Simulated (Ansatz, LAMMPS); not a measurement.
# Compressing and expanding glassy 38BaO-62TiO2 (mol %) (110 atoms)

Aim: relax glassy 38BaO-62TiO2 (mol %) (110 atoms), then change its volume to read the bulk modulus from the stress.

Method: Kohn-Sham DFT, PBE, PAW (set soft_2), plane waves, in Ansatz 0.2.0.

### Step 1. Set-up

The cell holds 110 atoms: 16 Ba, 26 Ti and 68 O. Cell: a = 11.891 Å, b = 11.891 Å, c = 11.891 Å, α = 90.0°, β = 90.0°, γ = 90.0°. 110 atoms (16 Ba, 26 Ti, 68 O) placed at random at 4.67 g/cm³, melted at 4000 K for 10 ps at fixed volume with the Morse and Coulomb pair potential with partial charges (Pedone, Malavasi, Menziani, Cormack and Segre, J. Phys. Chem. B 110, 11780 (2006)). Quenched from 4000 K to 300 K at 20 K/ps and fixed volume, held 10 ps at zero pressure, then minimised at fixed cell.

What the set-up can't give: The quench rate of 20 K/ps is many orders above laboratory rates, so the cell is likely richer in defects and strain than a real sample. The network of bonds at the start is that of the classical potential that made the cell, and needn't be the one that DFT or experiment would give. Only the Γ point is sampled. No spin–orbit coupling is included, so levels derived from the heavy atoms are approximate.

### Step 2. Single point at the start

A single point comes first, to see the forces before anything moves.

The input, input.yaml:

```yaml
crystal:
  lattice:
    - [11.89054, 0.0, 0.0]
    - [0.0, 11.89054, 0.0]
    - [0.0, 0.0, 11.89054]
  atoms:
    - { symbol: Ba, position: [0.10246, 0.82659, 0.66328] }
    - { symbol: Ba, position: [0.30773, 0.54684, 0.6124] }
    - { symbol: Ba, position: [0.65959, 0.16516, 0.65676] }
    - { symbol: Ba, position: [0.45796, 0.59228, 0.00658] }
    - { symbol: Ba, position: [0.05826, 0.25891, 0.43918] }
    - { symbol: Ba, position: [0.27557, 0.32159, 0.98473] }
    - { symbol: Ba, position: [0.50957, 0.31842, 0.23838] }
    - { symbol: Ba, position: [0.97604, 0.5639, 0.1647] }
    - { symbol: Ba, position: [0.53539, 0.84161, 0.56502] }
    - { symbol: Ba, position: [0.37687, 0.78548, 0.30531] }
    - { symbol: Ba, position: [0.71347, 0.85752, 0.16704] }
    - { symbol: Ba, position: [0.88772, 0.4209, 0.75897] }
    - { symbol: Ba, position: [0.24683, 0.45864, 0.24432] }
    - { symbol: Ba, position: [0.49715, 0.09611, 0.04782] }
    - { symbol: Ba, position: [0.60516, 0.54415, 0.67059] }
    - { symbol: Ba, position: [0.30712, 0.80616, 0.85699] }
    - { symbol: Ti, position: [0.01835, 0.55212, 0.51025] }
    - { symbol: Ti, position: [0.97013, 0.09502, 0.68306] }
    - { symbol: Ti, position: [0.60233, 0.83465, 0.84169] }
    - { symbol: Ti, position: [0.50957, 0.33877, 0.82733] }
    - { symbol: Ti, position: [0.56185, 0.57078, 0.358] }
    - { symbol: Ti, position: [0.76857, 0.39202, 0.45392] }
    - { symbol: Ti, position: [0.77599, 0.04559, 0.91234] }
    - { symbol: Ti, position: [0.8393, 0.75262, 0.69027] }
    - { symbol: Ti, position: [0.40588, 0.2689, 0.53352] }
    - { symbol: Ti, position: [0.27406, 0.10236, 0.26511] }
    - { symbol: Ti, position: [0.39133, 0.06992, 0.76967] }
    - { symbol: Ti, position: [0.79897, 0.70716, 0.41572] }
    - { symbol: Ti, position: [0.08252, 0.75841, 0.36661] }
    - { symbol: Ti, position: [0.14839, 0.31966, 0.70881] }
    - { symbol: Ti, position: [0.1619, 0.06862, 0.89495] }
    - { symbol: Ti, position: [0.72803, 0.33533, 0.98893] }
    - { symbol: Ti, position: [0.25871, 0.03125, 0.55179] }
    - { symbol: Ti, position: [0.825, 0.98129, 0.47332] }
    - { symbol: Ti, position: [0.9934, 0.25268, 0.05661] }
    - { symbol: Ti, position: [0.01138, 0.00529, 0.26757] }
    - { symbol: Ti, position: [0.78999, 0.19436, 0.24124] }
    - { symbol: Ti, position: [0.12021, 0.5603, 0.90002] }
    - { symbol: Ti, position: [0.56164, 0.05646, 0.36314] }
    - { symbol: Ti, position: [0.96865, 0.83703, 0.98075] }
    - { symbol: Ti, position: [0.1883, 0.83826, 0.1073] }
    - { symbol: Ti, position: [0.79197, 0.63064, 0.94116] }
    - { symbol: O, position: [0.93442, 0.79993, 0.82717] }
    - { symbol: O, position: [0.72485, 0.30662, 0.14586] }
    - { symbol: O, position: [0.0751, 0.44698, 0.607] }
    - { symbol: O, position: [0.78672, 0.62892, 0.78821] }
    - { symbol: O, position: [0.09351, 0.16835, 0.98752] }
    - { symbol: O, position: [0.14486, 0.937, 0.97904] }
    - { symbol: O, position: [0.65606, 0.94974, 0.93742] }
    - { symbol: O, position: [0.96998, 0.5596, 0.92526] }
    - { symbol: O, position: [0.50216, 0.73458, 0.78088] }
    - { symbol: O, position: [0.68809, 0.65349, 0.32528] }
    - { symbol: O, position: [0.90757, 0.16986, 0.15001] }
    - { symbol: O, position: [0.3307, 0.78981, 0.0727] }
    - { symbol: O, position: [0.70982, 0.16961, 0.96698] }
    - { symbol: O, position: [0.11021, 0.05921, 0.57834] }
    - { symbol: O, position: [0.00798, 0.90012, 0.16031] }
    - { symbol: O, position: [0.50836, 0.33807, 0.99522] }
    - { symbol: O, position: [0.38844, 0.11855, 0.61468] }
    - { symbol: O, position: [0.2408, 0.96054, 0.19909] }
    - { symbol: O, position: [0.10979, 0.11666, 0.26914] }
    - { symbol: O, position: [0.47427, 0.55863, 0.23976] }
    - { symbol: O, position: [0.86, 0.73102, 0.03665] }
    - { symbol: O, position: [0.88074, 0.05179, 0.33282] }
    - { symbol: O, position: [0.503, 0.96082, 0.77671] }
    - { symbol: O, position: [0.8828, 0.8784, 0.58936] }
    - { symbol: O, position: [0.79661, 0.85465, 0.38704] }
    - { symbol: O, position: [0.66109, 0.35782, 0.84109] }
    - { symbol: O, position: [0.16301, 0.73875, 0.24302] }
    - { symbol: O, position: [0.6745, 0.02407, 0.48129] }
    - { symbol: O, position: [0.65305, 0.72127, 0.94803] }
    - { symbol: O, position: [0.88453, 0.30928, 0.96679] }
    - { symbol: O, position: [0.13223, 0.67718, 0.48238] }
    - { symbol: O, position: [0.30336, 0.89961, 0.49385] }
    - { symbol: O, position: [0.64015, 0.44865, 0.39946] }
    - { symbol: O, position: [0.13546, 0.41853, 0.82614] }
    - { symbol: O, position: [0.87834, 0.96378, 0.98304] }
    - { symbol: O, position: [0.21947, 0.53753, 0.01155] }
    [... 26 atom lines left out ...]
    - { symbol: O, position: [0.52036, 0.18745, 0.44485] }
    - { symbol: O, position: [0.27272, 0.12035, 0.42273] }
    - { symbol: O, position: [0.86797, 0.50453, 0.46357] }
    - { symbol: O, position: [0.4336, 0.07533, 0.26868] }
    - { symbol: O, position: [0.83487, 0.0873, 0.78113] }
    - { symbol: O, position: [0.302, 0.22868, 0.18321] }
kpoints:
  mp_grid: { grid: [1, 1, 1] }
hamiltonian:
  xc: pbe
scf:
  occupations: { method: fixed }
output:
  forces: true
```

Launch:

```bash
ansatz run input.yaml --threads 4 --pin off --max-ram 8192MiB --backend cpu --events-out ev --progress --plain --runs-dir out
```

What it wrote:

```text
Engine: ansatz 0.2.0, aarch64-unknown-linux-gnu
Pseudopotentials: kind: paw
Pseudopotential: Ba, paw, valence charge 10, recommended cutoff 420 eV (normal), Ba.paw.azcp
Pseudopotential: Ti, paw, valence charge 12, recommended cutoff 420 eV (normal), Ti.paw.azcp
Pseudopotential: O, paw, valence charge 6, recommended cutoff 420 eV (normal), O.paw.azcp
[... 5 lines on functional and potentials left out ...]
Crystal: 110 atoms, lattice volume = 1681.143 Å³
Basis set: ecut = 420 eV, 32795 PW (Γ), exchange–correlation on 160×160×160 points (8 copies of the dense FFT grid, shifted against one another)
Bands: 550, of which v1, the nominal top of the filled ones, is band 440 counted from 1 (439 counted from 0)
Symmetry: 1 space group operations
Space group: P1 (ITA 1), of the structure as read, at distance tolerance 1.2e-4 Å
k-points: 1
[... 7 lines on functional and potentials left out ...]
Initial density: superposition of atomic densities (neutral atoms: chi_scale 0, normalization atom), corrected by the library's trained network
Initial wavefunctions: pseudopotential atomic-orbital guess
Functional: x = pbe(κ = 0.804, μ = 0.219515), c = pbe(β = 0.066725)
SCF iter   1: F=—  HF=-198924.298042 eV  |F-HF|=—  |Δ(HF+E_count)|=         —  Δρ=3.82e-3  dr2=2.75e-1  ethr=1.77e-3  ⟨swp⟩=6.0  Hψ=1820  notcnv=0  defer=104
preconditioner: auto → Resta (q_TF=auto, 2.449 Å⁻¹)  ε∞=5.5  [insulator: Δε(μ)=2.426 eV  Ē_g=10.848 eV  n_scr=436 (ndim 8)  ℏωp=22.9 eV  f_vac=0.064  ε∞_Penn≈5.5]
SCF iter   2: F=—  HF=-198924.279777 eV  |F-HF|=—  |Δ(HF+E_count)|=   1.83e-2  Δρ=2.29e-3  dr2=6.93e-2  ethr=3.12e-5  ⟨swp⟩=3.0  Hψ=847  notcnv=0  defer=108
SCF iter   3: F=—  HF=-198924.276704 eV  |F-HF|=—  |Δ(HF+E_count)|=   3.07e-3  Δρ=1.09e-3  dr2=2.43e-2  ethr=7.87e-6  ⟨swp⟩=3.0  Hψ=891  notcnv=0  defer=108
SCF iter   4: F=—  HF=-198924.277455 eV  |F-HF|=—  |Δ(HF+E_count)|=   7.51e-4  Δρ=4.14e-4  dr2=4.79e-3  ethr=2.77e-6  ⟨swp⟩=3.0  Hψ=654  notcnv=0  defer=108
SCF iter   5: F=—  HF=-198924.277389 eV  |F-HF|=—  |Δ(HF+E_count)|=   6.61e-5  Δρ=1.94e-4  dr2=8.47e-4  ethr=5.45e-7  ⟨swp⟩=2.0  Hψ=653  notcnv=0  defer=108
SCF iter   6: F=—  HF=-198924.277564 eV  |F-HF|=—  |Δ(HF+E_count)|=   1.75e-4  Δρ=1.10e-4  dr2=2.40e-4  ethr=9.63e-8  ⟨swp⟩=2.0  Hψ=715  notcnv=0  defer=108
SCF iter   7: F=—  HF=-198924.277582 eV  |F-HF|=—  |Δ(HF+E_count)|=   1.80e-5  Δρ=5.38e-5  dr2=5.76e-5  ethr=2.73e-8  ⟨swp⟩=2.0  Hψ=887  notcnv=0  defer=107
SCF iter   8: F=—  HF=-198924.277494 eV  |F-HF|=—  |Δ(HF+E_count)|=   8.81e-5  Δρ=2.60e-5  dr2=1.41e-5  ethr=6.55e-9  ⟨swp⟩=2.0  Hψ=989  notcnv=0  defer=106
SCF iter   9: F=—  HF=-198924.277499 eV  |F-HF|=—  |Δ(HF+E_count)|=   5.51e-6  Δρ=1.18e-5  dr2=3.19e-6  ethr=1.60e-9  ⟨swp⟩=2.0  Hψ=712  notcnv=0  defer=106
SCF iter  10: F=—  HF=-198924.277501 eV  |F-HF|=—  |Δ(HF+E_count)|=   1.73e-6  Δρ=9.49e-6  dr2=1.83e-6  ethr=3.62e-10  ⟨swp⟩=2.0  Hψ=851  notcnv=0  defer=106
SCF iter  11: F=—  HF=-198924.277501 eV  |F-HF|=—  |Δ(HF+E_count)|=   2.15e-7  Δρ=3.00e-6  dr2=2.08e-7  ethr=2.08e-10  ⟨swp⟩=2.0  Hψ=883  notcnv=0  defer=106
SCF iter  12: F=-198924.277501 eV  HF=-198924.277501 eV  |F-HF|=3.78e-9  |Δ(HF+E_count)|=   1.11e-7  Δρ=1.91e-6  dr2=7.92e-8  ethr=1.14e-11  ⟨swp⟩=4.0  Hψ=1872  notcnv=0
SCF 1 converged in 12 iterations: F = -198924.277501 eV  dr2 = 7.92e-8
  greatest PAW one-centre occupation: 0.999 electrons in one spin orbital (limit 2), on the Ti atom at site 26 (counted from 0), in its partial waves of l = 0
SCF converged after 12 iterations
Free energy (F): -198924.277501 eV
Harris-Foulkes:  -198924.277501 eV  (|F-HF|=3.78e-9)
Internal energy: -198924.277501 eV  (E = F + TS)
E sigma→0 (E₀):  -198924.277501 eV
Fermi energy:    7.446290 eV
--- Per-component energies (eV) ---
  E_band       = -6602.216408
  E_kinetic    = 21745.574231
  E_local      = -72575.803959  (includes V_loc(G=0)·N_el)
  E_nonlocal   = 4261.438094
  E_hartree    = 29570.432811
  E_xc         = -10297.150221
  E_vxc        = -11814.007649  (∫ρ·V_xc dr)
  E_paw        = -121546.041191  (= ΣΔE_a)
  E_vpaw       = -7360.450562  (= ΣTr[D̂ρ^β])
  E_aug_tail   = 0.168561  (compensation charges beyond the density's cutoff)
  E_ewald      = -50082.895827
  E_smearing   = -0.000000  (= −TS)
  E_closure    = 0.000000  (closes the sum)
  Σ components = -198924.277501   (vs F -198924.277501, Δ=0.00e0)
--- Forces (eV/Å), atoms counted from 1 ---
  atom   1  Ba    -0.81933971     0.29491058    -0.47857063
  atom   2  Ba    -0.70471335    -0.98962948     0.05645311
  atom   3  Ba    -0.17686467    -0.00727393    -0.53102120
  atom   4  Ba     0.48273274    -0.32719027    -0.47326513
  atom   5  Ba     0.19828230    -0.65672169     0.18171557
  atom   6  Ba    -0.77556145    -0.45544848    -1.17849355
  atom   7  Ba     0.41932756    -0.57447981     0.91140977
  atom   8  Ba    -0.19766378     0.19198162    -0.47060382
  atom   9  Ba     0.28124279     0.54464223     0.14583620
  atom  10  Ba    -0.31735358     1.12723694     0.07648167
  atom  11  Ba     0.68864607     0.05019026     0.01721158
  atom  12  Ba     0.65539784     0.25787752     0.15591288
  atom  13  Ba    -0.67987449    -0.11143859     0.99304196
  atom  14  Ba     0.14962109    -0.03788830    -0.93086405
[...]
atom 109  O      0.12309882     0.48190335    -1.36544424
  atom 110  O      0.24362817     1.25261991    -0.45570140
  max |Σ_I F_I| component: 6.23e-5 eV/Å
```

Wall time 34 s (4 threads of Arm Neoverse V1, shared host); peak memory 2.4 GiB.

In the SCF lines HF is the Harris–Foulkes energy and dr2 the Hartree energy of the density residual, in eV; the loop may stop once dr2 is under the threshold and the program's other checks hold. Hψ counts applications of the Hamiltonian.

The r.m.s. force at the start is 0.75 eV/Å.

### Step 3. Cell and atoms relaxed

Cell and atoms are freed together, to release stress as well as forces.

The input, input.yaml:

```yaml
crystal:
  lattice:
    - [11.89054, 0.0, 0.0]
    - [0.0, 11.89054, 0.0]
    - [0.0, 0.0, 11.89054]
  atoms:
    [... the 110 atom lines of step 2 ...]
kpoints:
  mp_grid: { grid: [1, 1, 1] }
hamiltonian:
  xc: pbe
scf:
  occupations: { method: fixed }
output:
  forces: true
relax:
  f_tol: 0.05
  max_steps: 150
  cell: {}
```

What it wrote:

```text
Engine: ansatz 0.2.0, aarch64-unknown-linux-gnu
Pseudopotentials: kind: paw
Pseudopotential: Ba, paw, valence charge 10, recommended cutoff 420 eV (normal), Ba.paw.azcp
Pseudopotential: Ti, paw, valence charge 12, recommended cutoff 420 eV (normal), Ti.paw.azcp
Pseudopotential: O, paw, valence charge 6, recommended cutoff 420 eV (normal), O.paw.azcp
Functional definition: PBE
  parameter kappa = 0.804
  parameter beta = 0.066725
  exchange = pbe_x(kappa = kappa, mu = beta*pi^2/3)
  correlation = pbe_c(beta = beta)
Crystal: 110 atoms, lattice volume = 1681.143 Å³
Basis set: ecut = 420 eV, 32795 PW (Γ), exchange–correlation on 160×160×160 points (8 copies of the dense FFT grid, shifted against one another)
Bands: 550, of which v1, the nominal top of the filled ones, is band 440 counted from 1 (439 counted from 0)
Symmetry: 1 space group operations
Space group: P1 (ITA 1), of the structure as read, at distance tolerance 1.2e-4 Å
k-points: 1
Non-local potential: Ba, projectors of the file, l = 0: 3, l = 1: 2, l = 2: 2, l = 3: 2
Non-local potential: Ti, projectors of the file, l = 0: 3, l = 1: 2, l = 2: 3, l = 3: 1
Non-local potential: O, projectors of the file, l = 0: 2, l = 1: 2, l = 2: 1
PAW form: soft (Blöchl's): semilocal exchange-correlation on the pseudo side does not see the compensation charge
PAW one-centre angular grid: Ba, 194 points (default); XC on 64 Gauss nodes
PAW one-centre angular grid: Ti, 590 points (default); XC on 64 Gauss nodes
PAW one-centre angular grid: O, 110 points (default); XC on 64 Gauss nodes
Initial density: superposition of atomic densities (neutral atoms: chi_scale 0, normalization atom), corrected by the library's trained network
Initial wavefunctions: pseudopotential atomic-orbital guess
Functional: x = pbe(κ = 0.804, μ = 0.219515), c = pbe(β = 0.066725)
SCF iter   1: F=—  HF=-198924.298043 eV  |F-HF|=—  |Δ(HF+E_count)|=         —  Δρ=3.82e-3  dr2=2.75e-1  ethr=1.77e-3  ⟨swp⟩=6.0  Hψ=1820  notcnv=0  defer=104
preconditioner: auto → Resta (q_TF=auto, 2.449 Å⁻¹)  ε∞=5.5  [insulator: Δε(μ)=2.426 eV  Ē_g=10.848 eV  n_scr=436 (ndim 8)  ℏωp=22.9 eV  f_vac=0.064  ε∞_Penn≈5.5]
SCF iter   2: F=—  HF=-198924.279768 eV  |F-HF|=—  |Δ(HF+E_count)|=   1.83e-2  Δρ=2.29e-3  dr2=6.93e-2  ethr=3.12e-5  ⟨swp⟩=3.0  Hψ=847  notcnv=0  defer=108
SCF iter   3: F=—  HF=-198924.276689 eV  |F-HF|=—  |Δ(HF+E_count)|=   3.08e-3  Δρ=1.09e-3  dr2=2.43e-2  ethr=7.87e-6  ⟨swp⟩=3.0  Hψ=891  notcnv=0  defer=108
SCF iter   4: F=—  HF=-198924.277474 eV  |F-HF|=—  |Δ(HF+E_count)|=   7.86e-4  Δρ=4.14e-4  dr2=4.79e-3  ethr=2.77e-6  ⟨swp⟩=3.0  Hψ=654  notcnv=0  defer=108
SCF iter   5: F=—  HF=-198924.277420 eV  |F-HF|=—  |Δ(HF+E_count)|=   5.46e-5  Δρ=1.94e-4  dr2=8.47e-4  ethr=5.45e-7  ⟨swp⟩=2.0  Hψ=653  notcnv=0  defer=108
[...]
relax step  40: F+E_penalty+E_count = -198933.66793360 eV  Δ(F+E_penalty+E_count) = -1.092e-2 eV  max|allowed force component| = 9.435e-2 eV/Å  Δτ_max = 0.0279 Å  P = -0.027 GPa  Ω = 1696.880 Å³  energy of the carried Pulay correction = -7.734e-3 eV  (9 SCF iters, dr2 threshold 4.16e-7 eV, accepted)
relax step  45: F+E_penalty+E_count = -198933.69063455 eV  Δ(F+E_penalty+E_count) = +1.983e-3 eV  max|allowed force component| = 4.547e-2 eV/Å  Δτ_max = 0.0000 Å  P = +0.014 GPa  Ω = 1692.605 Å³  stress off target by 7.14e-2 GPa  SCF on the basis re-selected at this cell (its energy is not comparable with the rows above)  (8 SCF iters)
relax step  47: F+E_penalty+E_count = -198933.69265450 eV  Δ(F+E_penalty+E_count) = -2.020e-3 eV  max|allowed force component| = 2.990e-2 eV/Å  Δτ_max = 0.0209 Å  P = -0.002 GPa  Ω = 1692.936 Å³  energy of the carried Pulay correction = -1.030e-3 eV  (16 SCF iters, accepted)
Step cancelled. What follows is not a result of the run: it is the report of the last solve that finished, which converged after 16 SCF iterations.
Free energy (F): -198933.692654 eV
Harris-Foulkes:  -198933.692654 eV  (|F-HF|=2.04e-10)
Internal energy: -198933.692654 eV  (E = F + TS)
E sigma→0 (E₀):  -198933.692654 eV
Fermi energy:    6.886927 eV
--- Per-component energies (eV) ---
  E_band       = -6744.912364
  E_kinetic    = 21713.508385
  E_local      = -74934.376596  (includes V_loc(G=0)·N_el)
  E_nonlocal   = 4261.579084
  E_hartree    = 30688.003606
  E_xc         = -10294.807588
  E_vxc        = -11810.699075  (∫ρ·V_xc dr)
  E_paw        = -121538.517026  (= ΣΔE_a)
  E_vpaw       = -7351.099317  (= ΣTr[D̂ρ^β])
  E_aug_tail   = 0.168259  (compensation charges beyond the density's cutoff)
  E_ewald      = -48829.250778
  E_smearing   = -0.000000  (= −TS)
  E_closure    = -0.000000  (closes the sum)
  Σ components = -198933.692654   (vs F -198933.692654, Δ=0.00e0)
--- Forces (eV/Å), atoms counted from 1 ---
  atom   1  Ba    -0.00079778     0.00434317    -0.00030709
  atom   2  Ba     0.00569322    -0.00440897    -0.00867828
  atom   3  Ba     0.00197876    -0.00037040    -0.00386409
  atom   4  Ba     0.00850024     0.00075747    -0.01033429
  atom   5  Ba    -0.00123041     0.00701649     0.00634943
  atom   6  Ba    -0.01231974     0.00181458     0.00252774
  atom   7  Ba    -0.00187851     0.00216627     0.00028201
  atom   8  Ba    -0.00903571     0.01130852    -0.00603111
[...]
atom  13  Ba    -0.00301685    -0.00933236     0.01675347
  atom  14  Ba     0.00443812     0.00209951     0.00253815
[...]
atom 109  O      0.00131046     0.00106289     0.00005773
  atom 110  O     -0.00279326     0.00481425     0.00306694
  max |Σ_I F_I| component: 1.93e-5 eV/Å
--- Stress (GPa, compression-positive) ---
       -0.492490      -0.000271      -0.005749
       -0.000271      -0.470022      -0.014481
       -0.005749      -0.014481      -0.475600
  P = ⅓ Tr σ = -0.4794 GPa (-4.794 kbar)
--- Band table (eV) ---
  k-point 0: bands = ["-49.6933", "-49.6808", "-49.5480", "-49.4394", [... 534 levels ...], "12.3379", "12.3730", "12.3868", "12.3900", "12.3966", "12.4401", "12.4818", "12.4948", "12.5280", "12.5690", "12.5706", "12.5946"]
End of that report.
Error: SIGTERM received: cancelled by the caller after 47 completed ionic steps
```

Elapsed: 27 min, on 4 threads; peak memory 2.6 GiB.

The relaxation was stopped at its limit after 47 steps, with a largest force component of 0.030 eV/Å.

[end of part 1 of 2]

[Long decimals in the printed logs are rounded to 6 places.]

[Logs are printed without paths, hosts, clocks, repeated set-up lines and the standing remarks that a program may print on its own settings, such as how far it seeks lower states.]

[Hosts, paths, dates, database ids (printed as entryN), source tags and the programs' standing remarks are cut or masked in the printed files.]
